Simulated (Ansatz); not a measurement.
**A hypothetical structure for Zr3NbN**

This structure for Zr3NbN is made up. Its elements were placed in a known structure type with a cell scaled to their sizes. What cell does the guess relax to, and how far off was it?

Calculated with Ansatz 0.2.0; DFT, PBE, plane-wave PAW, files of the set soft_1, scalar-relativistic, no spin, cell and ions relaxed at zero pressure; PAW set soft_1.

## (1) The structure

It takes space group Pm-3m (No. 221, cubic). The conventional cell has a = 4.657 Å, b = 4.657 Å, c = 4.657 Å, α = 90.00°, β = 90.00°, γ = 90.00°. Nearest to Nb lie 12 Zr at 3.29 Å. Nearest to Zr lie 2 N at 2.33 Å. N has 6 Zr at 2.33 Å nearest. Farther neighbours and most contacts between anions are not listed.

## (2) Relaxation of the guess

The guess takes its coordinates from another compound and its volume from a rule, so the cell and any free coordinates are relaxed together.

File input.yaml:

```yaml
crystal:
  lattice:
    - [4.657, 0.0, 0.0]
    - [0.0, 4.657, 0.0]
    - [0.0, 0.0, 4.657]
  atoms:
    - { symbol: Nb, position: [0.0, 0.0, 0.0] }
    - { symbol: Zr, position: [0.5, 0.5, 0.0] }
    - { symbol: Zr, position: [0.5, 0.0, 0.5] }
    - { symbol: Zr, position: [0.0, 0.5, 0.5] }
    - { symbol: "N", position: [0.5, 0.5, 0.5] }
kpoints:
  mp_grid: { grid: [6, 6, 6] }
scf:
  occupations: { method: fermi_dirac, width: 0.05 }
hamiltonian:
  xc: pbe
  pseudopotentials: { kind: paw, azcp: { folder: soft_1 } }
relax:
  f_tol: 0.015
  max_steps: 70
  cell: {}
output:
  forces: true
  stress: true
```

Launch:

```console
ansatz run input.yaml --threads 4 --pin off --max-ram 8192MiB --backend cpu --events-out ev --progress --plain --runs-dir out
```

Numbers of over 12 decimals in the logs are rounded to 6 here.

Output:

```text
Engine: ansatz 0.2.0, aarch64-unknown-linux-gnu
Pseudopotentials: kind: paw
Pseudopotential: Nb, paw, valence charge 13, recommended cutoff 420 eV (normal), soft_1/Nb.paw.azcp
Pseudopotential: Zr, paw, valence charge 12, recommended cutoff 420 eV (normal), soft_1/Zr.paw.azcp
Pseudopotential: N, paw, valence charge 5, recommended cutoff 420 eV (normal), soft_1/N.paw.azcp
Functional definition: PBE
  parameter kappa = 0.804
  parameter beta = 0.066725
  exchange = pbe_x(kappa = kappa, mu = beta*pi^2/3)
  correlation = pbe_c(beta = beta)
Crystal: 5 atoms, lattice volume = 100.999 Å³
Basis set: ecut = 420 eV, 1935 PW (Γ), exchange–correlation on 64×64×64 points (8 copies of the dense FFT grid, shifted against one another)
Bands: 33, of which v1, the nominal top of the filled ones, is band 27 counted from 1 (26 counted from 0)
Symmetry: 48 space group operations
Space group: Pm-3m (ITA 221), of the structure as read, at distance tolerance 4.7e-5 Å
k-points: 20 of 216
Non-local potential: Nb, projectors of the file, l = 0: 3, l = 1: 2, l = 2: 2, l = 3: 1
Non-local potential: Zr, projectors of the file, l = 0: 3, l = 1: 2, l = 2: 2, l = 3: 1
Non-local potential: N, projectors of the file, l = 0: 2, l = 1: 2, l = 2: 1
PAW form: soft (Blöchl's): semilocal exchange-correlation on the pseudo side does not see the compensation charge
PAW one-centre angular grid: Nb, 590 points (default); XC on 64 Gauss nodes
PAW one-centre angular grid: Zr, 590 points (default); XC on 64 Gauss nodes
PAW one-centre angular grid: N, 110 points (default); XC on 64 Gauss nodes
Initial density: superposition of atomic densities (chi_scale 0.1, normalization cell, long waves kept (reshape's long-wave potential 0.02 eV rms))
Initial wavefunctions: pseudopotential atomic-orbital guess
Functional: x = pbe(κ = 0.804, μ = 0.219515), c = pbe(β = 0.066725)
SCF iter   1: F=—  HF=-17492.285645 eV  |F-HF|=—  |Δ(HF+E_count)|=         —  Δρ=6.46e-2  dr2=8.48e0  ethr=3.10e-3  ⟨swp⟩=4.8  Hψ=2500  notcnv=0
preconditioner: auto → Kerker (q_TF=auto, 2.458 Å⁻¹)  [metal: Δε(μ)=0.043 eV  Ē_g=4.638 eV  σ=0.050 eV  W_gap=0.21  n_scr=26 (ndim 8)  ℏωp=17.3 eV  f_vac=0.000  D(μ)=4.19/eV (n_scr^D=32)]
SCF iter   2: F=—  HF=-17490.992062 eV  |F-HF|=—  |Δ(HF+E_count)|=    1.29e0  Δρ=2.36e-2  dr2=9.01e-1  ethr=3.10e-3  ⟨swp⟩=3.0  Hψ=1526  notcnv=0
preconditioner: auto → Resta (q_TF=auto, 2.458 Å⁻¹)  ε∞=15.4  [insulator: Δε(μ)=0.132 eV  Ē_g=4.571 eV  σ=0.050 eV  W_gap=0.53  n_scr=26 (ndim 8)  ℏωp=17.3 eV  f_vac=0.000  D(μ)=2.78/eV (n_scr^D=18)  ε∞_Penn≈15.4]
SCF iter   3: F=—  HF=-17490.883615 eV  |F-HF|=—  |Δ(HF+E_count)|=   1.08e-1  Δρ=1.47e-2  dr2=2.94e-1  ethr=1.67e-3  ⟨swp⟩=2.0  Hψ=768  notcnv=0
SCF iter   4: F=—  HF=-17490.829777 eV  |F-HF|=—  |Δ(HF+E_count)|=   5.38e-2  Δρ=2.11e-3  dr2=3.81e-3  ethr=5.45e-4  ⟨swp⟩=3.0  Hψ=1241  notcnv=0
SCF iter   5: F=—  HF=-17490.829511 eV  |F-HF|=—  |Δ(HF+E_count)|=   2.66e-4  Δρ=6.55e-4  dr2=6.51e-4  ethr=7.06e-6  ⟨swp⟩=2.4  Hψ=1152  notcnv=0
SCF iter   6: F=—  HF=-17490.829440 eV  |F-HF|=—  |Δ(HF+E_count)|=   7.17e-5  Δρ=1.64e-4  dr2=4.82e-5  ethr=1.21e-6  ⟨swp⟩=2.0  Hψ=791  notcnv=0
SCF iter   7: F=—  HF=-17490.829274 eV  |F-HF|=—  |Δ(HF+E_count)|=   1.66e-4  Δρ=4.65e-5  dr2=4.37e-6  ethr=8.92e-8  ⟨swp⟩=2.4  Hψ=967  notcnv=0
SCF iter   8: F=—  HF=-17490.829273 eV  |F-HF|=—  |Δ(HF+E_count)|=   2.51e-7  Δρ=1.05e-5  dr2=1.04e-7  ethr=8.09e-9  ⟨swp⟩=2.0  Hψ=768  notcnv=0
SCF iter   9: F=-17490.829273 eV  HF=-17490.829273 eV  |F-HF|=1.63e-8  |Δ(HF+E_count)|=   8.13e-9  Δρ=2.67e-6  dr2=1.93e-8  ethr=1.85e-10  ⟨swp⟩=4.0  Hψ=1984  notcnv=0
SCF 1 converged in 9 iterations: F = -17490.829273 eV  dr2 = 1.93e-8
  greatest PAW one-centre occupation: 0.998 electrons in one spin orbital (limit 2), on the Nb atom at site 0 (counted from 0), in its partial waves of l = 0
relax step   1: F+E_penalty+E_count = -17490.82927340 eV  Δ(F+E_penalty+E_count) = +0.000e0 eV  max|allowed force component| = 1.203e-28 eV/Å  Δτ_max = 0.0000 Å  P = -12.705 GPa  Ω = 100.999 Å³  (9 SCF iters, dr2 threshold 1.00e-7 eV, accepted)
Crystal: 5 atoms, lattice volume = 86.937 Å³
Basis set: ecut = 420 eV, 1743 PW (Γ), exchange–correlation on 64×64×64 points (8 copies of the dense FFT grid, shifted against one another)
Initial density: handed on by an earlier stage of this run
Initial wavefunctions: those handed on with the density
iter 1 solved again at ethr=9.73e-4 eV; its pass at ethr=3.10e-3 eV (dr2=5.25e-1 eV) is discarded
SCF iter   1: F=—  HF=-17491.227735 eV  |F-HF|=—  |Δ(HF+E_count)|=         —  Δρ=1.61e-2  dr2=5.25e-1  ethr=9.73e-4  ⟨swp⟩=1.0  Hψ=3639  notcnv=0
preconditioner: auto → Kerker (q_TF=auto, 2.520 Å⁻¹)  [metal: Δε(μ)=0.011 eV  Ē_g=5.118 eV  σ=0.050 eV  W_gap=0.05  n_scr=26 (ndim 8)  ℏωp=18.7 eV  f_vac=0.000  D(μ)=3.61/eV (n_scr^D=26)]
SCF iter   2: F=—  HF=-17491.168453 eV  |F-HF|=—  |Δ(HF+E_count)|=   5.93e-2  Δρ=6.20e-3  dr2=9.98e-2  ethr=9.72e-4  ⟨swp⟩=2.0  Hψ=935  notcnv=0
SCF iter   3: F=—  HF=-17491.157179 eV  |F-HF|=—  |Δ(HF+E_count)|=   1.13e-2  Δρ=1.32e-3  dr2=1.82e-3  ethr=1.85e-4  ⟨swp⟩=2.2  Hψ=908  notcnv=0
SCF iter   4: F=—  HF=-17491.157046 eV  |F-HF|=—  |Δ(HF+E_count)|=   1.33e-4  Δρ=3.59e-4  dr2=1.08e-4  ethr=3.38e-6  ⟨swp⟩=2.4  Hψ=1006  notcnv=0
SCF iter   5: F=—  HF=-17491.156876 eV  |F-HF|=—  |Δ(HF+E_count)|=   1.70e-4  Δρ=6.99e-5  dr2=3.22e-6  ethr=2.00e-7  ⟨swp⟩=2.0  Hψ=1040  notcnv=0
SCF iter   6: F=-17491.156876 eV  HF=-17491.156876 eV  |F-HF|=1.03e-7  |Δ(HF+E_count)|=   1.17e-7  Δρ=1.28e-5  dr2=2.01e-7  ethr=9.26e-10  ⟨swp⟩=4.0  Hψ=2344  notcnv=0
SCF 2 converged in 6 iterations: F = -17491.156876 eV  dr2 = 2.01e-7
relax step   2: F+E_penalty+E_count = -17491.15687600 eV  Δ(F+E_penalty+E_count) = -3.276e-1 eV  max|allowed force component| = 8.046e-30 eV/Å  Δτ_max = 0.0000 Å  P = +7.951 GPa  Ω = 86.937 Å³  energy of the carried Pulay correction = +5.199e-3 eV  (6 SCF iters, dr2 threshold 5.00e-7 eV, accepted)
Crystal: 5 atoms, lattice volume = 91.859 Å³
Basis set: ecut = 420 eV, 1791 PW (Γ), exchange–correlation on 64×64×64 points (8 copies of the dense FFT grid, shifted against one another)
iter 1 solved again at ethr=1.83e-4 eV; its pass at ethr=3.10e-3 eV (dr2=9.90e-2 eV) is discarded
SCF iter   1: F=—  HF=-17491.267447 eV  |F-HF|=—  |Δ(HF+E_count)|=         —  Δρ=6.89e-3  dr2=1.03e-1  ethr=1.83e-4  ⟨swp⟩=1.0  Hψ=3485  notcnv=0
preconditioner: auto → Kerker (q_TF=auto, 2.497 Å⁻¹)  [metal: Δε(μ)=0.033 eV  Ē_g=4.793 eV  σ=0.050 eV  W_gap=0.16  n_scr=26 (ndim 8)  ℏωp=18.2 eV  f_vac=0.000  D(μ)=3.15/eV (n_scr^D=26)]
SCF iter   2: F=—  HF=-17491.256242 eV  |F-HF|=—  |Δ(HF+E_count)|=   1.12e-2  Δρ=2.56e-3  dr2=1.91e-2  ethr=1.83e-4  ⟨swp⟩=2.0  Hψ=901  notcnv=0
SCF iter   3: F=—  HF=-17491.254142 eV  |F-HF|=—  |Δ(HF+E_count)|=   2.10e-3  Δρ=5.73e-4  dr2=5.47e-4  ethr=3.54e-5  ⟨swp⟩=1.9  Hψ=745  notcnv=0
SCF iter   4: F=—  HF=-17491.254083 eV  |F-HF|=—  |Δ(HF+E_count)|=   5.90e-5  Δρ=1.48e-4  dr2=2.22e-5  ethr=1.01e-6  ⟨swp⟩=2.0  Hψ=803  notcnv=0
SCF iter   5: F=—  HF=-17491.253874 eV  |F-HF|=—  |Δ(HF+E_count)|=   2.09e-4  Δρ=2.77e-5  dr2=5.03e-7  ethr=4.11e-8  ⟨swp⟩=2.0  Hψ=917  notcnv=0
SCF iter   6: F=-17491.253874 eV  HF=-17491.253874 eV  |F-HF|=2.03e-8  |Δ(HF+E_count)|=   4.03e-8  Δρ=5.61e-6  dr2=3.96e-8  ethr=9.26e-10  ⟨swp⟩=4.0  Hψ=2275  notcnv=0
SCF 3 converged in 6 iterations: F = -17491.253874 eV  dr2 = 3.96e-8
relax step   3: F+E_penalty+E_count = -17491.25387396 eV  Δ(F+E_penalty+E_count) = -9.700e-2 eV  max|allowed force component| = 1.073e-29 eV/Å  Δτ_max = 0.0000 Å  P = -1.112 GPa  Ω = 91.859 Å³  energy of the carried Pulay correction = +3.293e-3 eV  (6 SCF iters, dr2 threshold 5.00e-7 eV, accepted)
Crystal: 5 atoms, lattice volume = 91.225 Å³
iter 1 solved again at ethr=2.77e-6 eV; its pass at ethr=3.10e-3 eV (dr2=1.50e-3 eV) is discarded
SCF iter   1: F=—  HF=-17491.256864 eV  |F-HF|=—  |Δ(HF+E_count)|=         —  Δρ=8.15e-4  dr2=1.44e-3  ethr=2.77e-6  ⟨swp⟩=1.2  Hψ=2836  notcnv=0
preconditioner: auto → Kerker (q_TF=auto, 2.500 Å⁻¹)  [metal: Δε(μ)=0.090 eV  Ē_g=4.870 eV  σ=0.050 eV  W_gap=0.39  n_scr=26 (ndim 8)  ℏωp=18.2 eV  f_vac=0.000  D(μ)=3.41/eV (n_scr^D=26)]
SCF iter   2: F=—  HF=-17491.256707 eV  |F-HF|=—  |Δ(HF+E_count)|=   1.57e-4  Δρ=3.12e-4  dr2=2.76e-4  ethr=2.67e-6  ⟨swp⟩=1.9  Hψ=747  notcnv=0
SCF iter   3: F=—  HF=-17491.256474 eV  |F-HF|=—  |Δ(HF+E_count)|=   2.33e-4  Δρ=6.78e-5  dr2=5.99e-6  ethr=5.12e-7  ⟨swp⟩=2.0  Hψ=811  notcnv=0
iter 4 did not close the SCF: its close was put off for the readings that it lacked (scf_convergence_deferred on its scf_iter line)
SCF iter   4: F=-17491.256474 eV  HF=-17491.256474 eV  |F-HF|=1.18e-7  |Δ(HF+E_count)|=   3.96e-7  Δρ=1.74e-5  dr2=3.06e-7  ethr=1.11e-8  ⟨swp⟩=2.1  Hψ=840  notcnv=0
iter 5 did not close the SCF: its close was put off for the readings that it lacked (scf_convergence_deferred on its scf_iter line)
SCF iter   5: F=-17491.256474 eV  HF=-17491.256474 eV  |F-HF|=1.12e-9  |Δ(HF+E_count)|=   3.35e-9  Δρ=3.32e-6  dr2=8.24e-9  ethr=5.66e-10  ⟨swp⟩=2.0  Hψ=840  notcnv=0
SCF iter   6: F=-17491.256474 eV  HF=-17491.256474 eV  |F-HF|=2.80e-10  |Δ(HF+E_count)|=  8.73e-10  Δρ=6.23e-7  dr2=5.33e-10  ethr=1.53e-11  ⟨swp⟩=1.9  Hψ=2000  notcnv=0
SCF 4 converged in 6 iterations: F = -17491.256474 eV  dr2 = 5.33e-10
relax step   4: F+E_penalty+E_count = -17491.25647399 eV  Δ(F+E_penalty+E_count) = -2.600e-3 eV  max|allowed force component| = 4.260e-30 eV/Å  Δτ_max = 0.0000 Å  P = -0.076 GPa  Ω = 91.225 Å³  energy of the carried Pulay correction = +3.533e-3 eV  (6 SCF iters, dr2 threshold 5.00e-7 eV, accepted)
Crystal: 5 atoms, lattice volume = 91.181 Å³
iter 1 solved again at ethr=1.45e-8 eV; its pass at ethr=3.10e-3 eV (dr2=7.83e-6 eV) is discarded
SCF iter   1: F=—  HF=-17491.256707 eV  |F-HF|=—  |Δ(HF+E_count)|=         —  Δρ=6.04e-5  dr2=7.50e-6  ethr=1.45e-8  ⟨swp⟩=1.1  Hψ=2788  notcnv=0
preconditioner: auto → Kerker (q_TF=auto, 2.500 Å⁻¹)  [metal: Δε(μ)=0.087 eV  Ē_g=4.866 eV  σ=0.050 eV  W_gap=0.37  n_scr=26 (ndim 8)  ℏωp=18.2 eV  f_vac=0.000  D(μ)=3.39/eV (n_scr^D=26)]
SCF iter   2: F=—  HF=-17491.256502 eV  |F-HF|=—  |Δ(HF+E_count)|=   2.05e-4  Δρ=2.08e-5  dr2=1.29e-6  ethr=1.39e-8  ⟨swp⟩=2.0  Hψ=923  notcnv=0
SCF iter   3: F=—  HF=-17491.256502 eV  |F-HF|=—  |Δ(HF+E_count)|=   1.29e-7  Δρ=5.49e-6  dr2=6.06e-8  ethr=2.39e-9  ⟨swp⟩=1.9  Hψ=717  notcnv=0
iter 4 did not close the SCF: its close was put off for the readings that it lacked (scf_convergence_deferred on its scf_iter line)
SCF iter   4: F=-17491.256502 eV  HF=-17491.256502 eV  |F-HF|=1.27e-9  |Δ(HF+E_count)|=   6.15e-9  Δρ=1.76e-6  dr2=3.03e-9  ethr=1.12e-10  ⟨swp⟩=2.0  Hψ=738  notcnv=0
iter 5 did not close the SCF: its close was put off for the readings that it lacked (scf_convergence_deferred on its scf_iter line)
SCF iter   5: F=-17491.256502 eV  HF=-17491.256502 eV  |F-HF|=2.18e-11  |Δ(HF+E_count)|=  1.42e-10  Δρ=3.78e-7  dr2=8.44e-11  ethr=5.62e-12  ⟨swp⟩=2.0  Hψ=864  notcnv=0
SCF iter   6: F=-17491.256502 eV  HF=-17491.256502 eV  |F-HF|=3.64e-12  |Δ(HF+E_count)|=    0.00e0  Δρ=8.09e-8  dr2=7.78e-12  ethr=1.00e-12  ⟨swp⟩=2.0  Hψ=1687  notcnv=0
SCF 5 converged in 6 iterations: F = -17491.256502 eV  dr2 = 7.78e-12
relax step   5: F+E_penalty+E_count = -17491.25650168 eV  Δ(F+E_penalty+E_count) = -2.769e-5 eV  max|allowed force component| = 9.098e-30 eV/Å  Δτ_max = 0.0000 Å  P = -0.002 GPa  Ω = 91.181 Å³  energy of the carried Pulay correction = +3.549e-3 eV  (6 SCF iters, dr2 threshold 1.44e-8 eV, accepted)
Initial wavefunctions: pseudopotential atomic-orbital guess (no wavefunctions were taken with the density)
iter 1 solved again at ethr=4.40e-8 eV; its pass at ethr=3.10e-3 eV (dr2=2.38e-5 eV) is discarded
SCF iter   1: F=—  HF=-17491.254436 eV  |F-HF|=—  |Δ(HF+E_count)|=         —  Δρ=1.53e-4  dr2=2.65e-6  ethr=4.40e-8  ⟨swp⟩=3.0  Hψ=4400  notcnv=0
preconditioner: auto → Kerker (q_TF=auto, 2.500 Å⁻¹)  [metal: Δε(μ)=0.087 eV  Ē_g=4.865 eV  σ=0.050 eV  W_gap=0.37  n_scr=26 (ndim 8)  ℏωp=18.2 eV  f_vac=0.000  D(μ)=3.39/eV (n_scr^D=26)]
SCF iter   2: F=—  HF=-17491.254240 eV  |F-HF|=—  |Δ(HF+E_count)|=   1.96e-4  Δρ=8.09e-5  dr2=6.71e-7  ethr=4.91e-9  ⟨swp⟩=2.0  Hψ=1019  notcnv=0
SCF iter   3: F=—  HF=-17491.254242 eV  |F-HF|=—  |Δ(HF+E_count)|=   2.04e-6  Δρ=8.51e-6  dr2=1.83e-8  ethr=1.24e-9  ⟨swp⟩=2.3  Hψ=981  notcnv=0
SCF iter   4: F=—  HF=-17491.254242 eV  |F-HF|=—  |Δ(HF+E_count)|=   1.80e-8  Δρ=1.05e-6  dr2=8.18e-10  ethr=3.39e-11  ⟨swp⟩=2.0  Hψ=858  notcnv=0
SCF iter   5: F=—  HF=-17491.254242 eV  |F-HF|=—  |Δ(HF+E_count)|=  1.24e-10  Δρ=2.61e-7  dr2=7.24e-11  ethr=1.51e-12  ⟨swp⟩=2.0  Hψ=937  notcnv=0
SCF iter   6: F=-17491.254242 eV  HF=-17491.254242 eV  |F-HF|=7.28e-12  |Δ(HF+E_count)|=  3.64e-12  Δρ=6.27e-8  dr2=5.48e-12  ethr=1.00e-12  ⟨swp⟩=4.0  Hψ=1988  notcnv=0
SCF 6 converged in 6 iterations: F = -17491.254242 eV  dr2 = 5.48e-12
relax step   6: F+E_penalty+E_count = -17491.25424206 eV  Δ(F+E_penalty+E_count) = +2.260e-3 eV  max|allowed force component| = 7.731e-30 eV/Å  Δτ_max = 0.0000 Å  P = -0.040 GPa  Ω = 91.181 Å³  stress off target by 3.97e-2 GPa  SCF on the basis re-selected at this cell (its energy is not comparable with the rows above)  (6 SCF iters)
basis re-selected at this cell: Δ(F+E_penalty+E_count) = +2.260e-3 eV, ΔP = -0.038 GPa vs the last step (what re-selecting the basis moved, of the pressure what is left beyond the Pulay correction that the steps carried, after the strain that the cell walked since its last selection, with what the two solves' SCF thresholds leave and, on support functions, any second-order correction that the steps lacked; it is no m [...]
SCF converged after 6 iterations
Free energy (F): -17491.254242 eV
Harris-Foulkes:  -17491.254242 eV  (|F-HF|=7.28e-12)
Internal energy: -17491.227552 eV  (E = F + TS)
E sigma→0 (E₀):  -17491.240897 eV
Entropy (-TS):   -0.026690 eV (-5.338 meV/atom)
Fermi energy:    14.998977 eV
--- Per-component energies (eV) ---
  E_band       = -333.683978
  E_kinetic    = 1449.744286
  E_local      = -2633.032040  (includes V_loc(G=0)·N_el)
  E_nonlocal   = 352.618156
  E_hartree    = 871.270521
  E_xc         = -690.091703
  E_vxc        = -825.536523  (∫ρ·V_xc dr)
  E_paw        = -12101.263668  (= ΣΔE_a)
  E_vpaw       = -420.019703  (= ΣTr[D̂ρ^β])
  E_aug_tail   = 0.000847  (compensation charges beyond the density's cutoff)
  E_ewald      = -4740.473950
  E_smearing   = -0.026690  (= −TS)
  E_closure    = -0.000000  (closes the sum)
  Σ components = -17491.254242   (vs F -17491.254242, Δ=0.00e0)
--- Forces (eV/Å), atoms counted from 1 ---
  atom   1  Nb     0.00000000     0.00000000    -0.00000000
  atom   2  Zr    -0.00000000     0.00000000     0.00000000
  atom   3  Zr     0.00000000    -0.00000000     0.00000000
  atom   4  Zr    -0.00000000    -0.00000000     0.00000000
  atom   5  N     -0.00000000     0.00000000    -0.00000000
  max |Σ_I F_I| component: 6.05e-30 eV/Å
--- Stress (GPa, compression-positive) ---
       -0.039699      -0.000000      -0.000000
       -0.000000      -0.039699       0.000000
       -0.000000       0.000000      -0.039699
  P = ⅓ Tr σ = -0.0397 GPa (-0.397 kbar)
--- Relaxed structure (5 steps of the walk, 5 accepted, 1 SCFs on fresh bases) ---
  F+E_penalty+E_count = -17491.25424206 eV   max|allowed force component| = 7.731e-30 eV/Å   (the final SCF, on the basis selected at the relaxed cell)
  cell:  # Å, volume = 91.1808 Å³
    - [4.500919, 0, 0]
    - [0, 4.500919, 0.0]
    - [0, 0.0, 4.500919]
  atoms:
    - { symbol: Nb, position: [0, 0, 0] }
    - { symbol: Zr, position: [0.5, 0.5, 0] }
    - { symbol: Zr, position: [0.5, 0, 0.5] }
    - { symbol: Zr, position: [0, 0.5, 0.5] }
    - { symbol: N, position: [0.5, 0.5, 0.5] }
```

Elapsed: 5.6 s, on 4 threads of Arm Neoverse V1, shared host; peak memory 0.44 GiB.

Relaxation path:

```tsv
step	energy less that of the first step (eV)	largest force component (eV/Å)	pressure (GPa)	volume (Å³)
1	0.0000	0.0000	-12.71	101.00
2	-0.3276	0.0000	7.95	86.94
3	-0.4246	0.0000	-1.11	91.86
4	-0.4272	0.0000	-0.08	91.23
5	-0.4272	0.0000	0.00	91.18
6*	-0.4250	0.0000	-0.04	91.18
```

Relaxation steps marked * repeat the geometry before them on a plane-wave basis chosen anew for their cell, so energy and pressure can jump there.

The run keeps the 48 symmetry operations that it works with, so distortions that break them were not tested.

```tsv
conventional cell, symmetrised	before	after	change
a (Å)	4.657	4.501	-3.4 %
b (Å)	4.657	4.501	-3.4 %
c (Å)	4.657	4.501	-3.4 %
volume (Å³/atom)	20.20	18.24	-9.7 %
```

The relaxed structure:

```xyz
5
Lattice="4.5009 0.0000 0.0000 0.0000 4.5009 0.0000 0.0000 0.0000 4.5009" Properties=species:S:1:pos:R:3 pbc="T T T"
Nb    0.0000    0.0000    0.0000
Zr    2.2505    2.2505    0.0000
Zr    2.2505    0.0000    2.2505
Zr    0.0000    2.2505    2.2505
N     2.2505    2.2505    2.2505
```

This step gave:

```yaml
free_energy: -17491.2542 eV
energy_at_zero_smearing: -17491.2409 eV
smearing_term_ts: 0.02669 eV
fermi_energy: 15.00 eV
electrons: 54
symmetry_operations: 48
pressure: -0.03970 GPa
```

Shortest distances by pair of elements, guess and relaxed (not always the same contact):

```tsv
pair	guess (Å)	relaxed (Å)
N–Zr	2.329	2.250
Nb–Zr	3.293	3.183
Zr–Zr	3.293	3.183
N–Nb	4.033	3.898
Nb–Nb	4.657	4.501
```

The relaxation ends with a pressure of -0.04 GPa.

## (3) Summary of results

```
space group, relaxed : Pm-3m
conventional cell    : a = 4.501, b = 4.501, c = 4.501 Å; α = 90.0°, β = 90.0°, γ = 90.0°
volume per atom      : 18.24 Å³ (guess 20.20)
```

What this shows: Zr3NbN relaxes to Pm-3m with a = 4.501, b = 4.501 and c = 4.501 Å. The guessed volume was 11 % too large. The space group Pm-3m was held in the relaxation, so the end point is a stationary structure within it and may be a saddle against distortions or other arrangements. Mesh and cutoff weren't tested. No dispersion term is used, so weakly bound directions may come out too long. The runs have no spin, and magnetism wasn't tested. Nothing here tests whether the compound is stable against decomposition.

[Logs are printed without paths, hosts, clocks, repeated set-up lines and the standing remarks that a program may print on its own settings, such as how far it seeks lower states.]

[Hosts, paths, dates, database ids (printed as entryN), source tags and the programs' standing remarks are cut or masked in the printed files.]
